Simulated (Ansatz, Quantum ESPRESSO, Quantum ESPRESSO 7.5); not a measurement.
## Complex bands of C, diamond type, lattice constant set to 3.516 Å

Aim: how fast states decay in the gap of C, diamond type, lattice constant set to 3.516 Å.

Method: plane-wave DFT, LDA, GBRV ultrasoft pseudopotentials (cross-check by Ansatz 0.2.0 with PAW datasets), in Quantum ESPRESSO 7.5.

### 1. The starting structure

The structure is cubic, space group Fd-3m (No. 227). The conventional cell has a = 3.516 Å, b = 3.516 Å, c = 3.516 Å, α = 90.00°, β = 90.00°, γ = 90.00°. C has 4 C at 1.52 Å nearest.

### 2. SCF with pw.x

pwcond needs a cell whose third axis lies along the current and stands perpendicular to the other two.

Input file scf.in:

```
&control
  prefix = 'scf'
  outdir = './out'
  pseudo_dir = './pseudo'
  calculation = 'scf'
  tprnfor = .true.
/
&system
  ibrav = 0
  nat = 4
  ntyp = 1
  ecutwfc = 40
  ecutrho = 200
  occupations = 'fixed'
  nbnd = 12
/
&electrons
  conv_thr = 1e-09
  mixing_beta = 0.6
  electron_maxstep = 120
/
ATOMIC_SPECIES
  C   12.0110  c_lda_v1.2.uspp.F.UPF
CELL_PARAMETERS angstrom
  2.48618744265190 0.00000000000000 0.00000000000000
  0.00000000000000 2.48618744265190 0.00000000000000
  0.00000000000000 0.00000000000000 3.51600000000000
ATOMIC_POSITIONS crystal
  C   0.000000000000 0.000000000000 0.000000000000
  C   0.500000000000 0.000000000000 0.250000000000
  C   0.500000000000 0.500000000000 0.500000000000
  C   0.000000000000 0.500000000000 0.750000000000
K_POINTS automatic
  10 10 8 0 0 0
```

Started as:

```sh
OMP_NUM_THREADS=1 mpirun -n 2 pw.x -nk 2 -in scf.in > scf.out
```

Output:

```text
Program PWSCF v.7.5 starts
[citation notice left out]

     Parallel version (MPI & OpenMP), running on       2 processor cores
     Number of MPI processes:                 2
     Threads/MPI process:                     1

     MPI processes distributed on     1 nodes
[...]
Current dimensions of program PWSCF are:
     Max number of different atomic species (ntypx) = 10
     Max number of k-points (npk) =  40000
     Max angular momentum in pseudopotentials (lmaxx) =  4
     Found identity + ( -0.5000 -0.5000 -0.5000) symmetry
     This is a supercell, fractional translations are disabled
     Message from routine setup:
     using ibrav=0 with symmetry is DISCOURAGED, use correct ibrav instead

     K-points division:     npool     =       2
     Subspace diagonalization in iterative solution of the eigenvalue problem:
     a serial algorithm will be used

     G-vector sticks info
     --------------------
     sticks:   dense  smooth     PW     G-vecs:    dense   smooth      PW
     Sum         349     285     97                 6969     4943     999

     Using Slab Decomposition

     bravais-lattice index     =            0
     lattice parameter (alat)  =       4.6982  a.u.
     unit-cell volume          =     146.6605 (a.u.)^3
     number of atoms/cell      =            4
     number of atomic types    =            1
     number of electrons       =        16.00
     number of Kohn-Sham states=           12
     kinetic-energy cutoff     =      40.0000  Ry
     charge density cutoff     =     200.0000  Ry
     scf convergence threshold =      1.0E-09
     mixing beta               =       0.6000
     number of iterations used =            8  plain     mixing
     Exchange-correlation= SLA  PZ   NOGX NOGC
                           (   1   1   0   0   0   0   0)

     celldm(1)=   4.698213  celldm(2)=   0.000000  celldm(3)=   0.000000
     celldm(4)=   0.000000  celldm(5)=   0.000000  celldm(6)=   0.000000

     crystal axes: (cart. coord. in units of alat)
               a(1) = (   1.000000   0.000000   0.000000 )
               a(2) = (   0.000000   1.000000   0.000000 )
               a(3) = (   0.000000   0.000000   1.414214 )

     reciprocal axes: (cart. coord. in units 2 pi/alat)
               b(1) = (  1.000000  0.000000  0.000000 )
               b(2) = (  0.000000  1.000000  0.000000 )
               b(3) = (  0.000000  0.000000  0.707107 )

     PseudoPot. # 1 for C  read from file:
     ./pseudo/c_lda_v1.2.uspp.F.UPF
     Pseudo is Ultrasoft + core correction, Zval =  4.0
     Generated by new atomic code, or converted to UPF format
     Using radial grid of  721 points,  4 beta functions with:
                l(1) =   0
                l(2) =   0
                l(3) =   1
                l(4) =   1
     Q(r) pseudized with  8 coefficients,  rinner =    1.100   1.100   1.100

     atomic species   valence    mass     pseudopotential
     C                 4.00    12.01100     C ( 1.00)

      8 Sym. Ops. (no inversion) found

   Cartesian axes

     site n.     atom                  positions (alat units)
         1        C      tau(   1) = (   0.0000000   0.0000000   0.0000000  )
         2        C      tau(   2) = (   0.5000000   0.0000000   0.3535534  )
         3        C      tau(   3) = (   0.5000000   0.5000000   0.7071068  )
         4        C      tau(   4) = (   0.0000000   0.5000000   1.0606602  )

     number of k points=   105

     Number of k-points >= 100: set verbosity='high' to print them.

     Dense  grid:     6969 G-vectors     FFT dimensions: (  24,  24,  30)

     Smooth grid:     4943 G-vectors     FFT dimensions: (  20,  20,  27)

     Estimated max dynamical RAM per process >      13.77 MB

     Estimated total dynamical RAM >      25.84 MB

     Initial potential from superposition of free atoms

     starting charge      15.9999, renormalised to      16.0000
     Starting wfcs are   16 randomized atomic wfcs

     total cpu time spent up to now is        0.7 secs

     per-process dynamical memory:    15.5 Mb

     Self-consistent Calculation

     iteration #  1     ecut=    40.00 Ry     beta= 0.60
     Davidson diagonalization with overlap
     ethr =  1.00E-02,  avg # of iterations =  2.7

     total cpu time spent up to now is        0.9 secs

     total energy              =     -46.10263362 Ry
     estimated scf accuracy    <       0.26971942 Ry

     iteration #  2     ecut=    40.00 Ry     beta= 0.60
[...]
total energy              =     -46.11118294 Ry
     estimated scf accuracy    <       0.01624679 Ry

     iteration #  3     ecut=    40.00 Ry     beta= 0.60
[...]
total energy              =     -46.11335821 Ry
     estimated scf accuracy    <       0.00016936 Ry

     iteration #  4     ecut=    40.00 Ry     beta= 0.60
[...]
total energy              =     -46.11338465 Ry
     estimated scf accuracy    <       0.00000595 Ry

     iteration #  5     ecut=    40.00 Ry     beta= 0.60
[...]
total energy              =     -46.11338538 Ry
     estimated scf accuracy    <       0.00000002 Ry

     iteration #  6     ecut=    40.00 Ry     beta= 0.60
[...]
total energy              =     -46.11338542 Ry
     estimated scf accuracy    <       0.00000001 Ry

     iteration #  7     ecut=    40.00 Ry     beta= 0.60
[...]
End of self-consistent calculation

     Number of k-points >= 100: set verbosity='high' to print the bands.

     highest occupied, lowest unoccupied level (ev):    13.8756   18.0908

!    total energy              =     -46.11338542 Ry
     estimated scf accuracy    <          1.3E-11 Ry

     The total energy is the sum of the following terms:
     one-electron contribution =      16.85709465 Ry
     hartree contribution      =       3.74935045 Ry
     xc contribution           =     -14.83230803 Ry
     ewald contribution        =     -51.88752249 Ry

     convergence has been achieved in   7 iterations

     Forces acting on atoms (cartesian axes, Ry/au):

     atom    1 type  1   force =     0.00000000    0.00000000    0.00000000
     atom    2 type  1   force =     0.00000000    0.00000000   -0.00000014
     atom    3 type  1   force =     0.00000000    0.00000000    0.00000000
     atom    4 type  1   force =     0.00000000    0.00000000    0.00000014

     Total force =     0.000000     Total SCF correction =     0.000002
     SCF correction compared to forces is large: reduce conv_thr to get better values

[...]
=------------------------------------------------------------------------------=
   JOB DONE.
=------------------------------------------------------------------------------=
```

The job ended after 2.7 s (2 MPI ranks of AMD EPYC 9R45, shared host; peak memory 0.12 GiB; 4.9 s of CPU time).

Numbers from this step:

- free energy: -627.4046 eV
- valence top, on the run's zero: 13.88 eV
- conduction bottom, on the run's zero: 18.09 eV
- gap by band count: 4.215 eV

The run needed 7 iterations to bring the estimated error under 1e-09 Ry.

(Continued in part 2 of 3.)

[Logs are printed without paths, hosts, clocks, repeated set-up lines and the standing remarks that a program may print on its own settings, such as how far it seeks lower states.]

[Hosts, paths, dates, database ids (printed as entryN), source tags and the programs' standing remarks are cut or masked in the printed files.]

[Maps of the electrostatic potential energy from Ansatz leave out the sawtooth potential of an applied field or a dipole correction, so their vacuum need not be flat; planar profiles and work functions include it.]
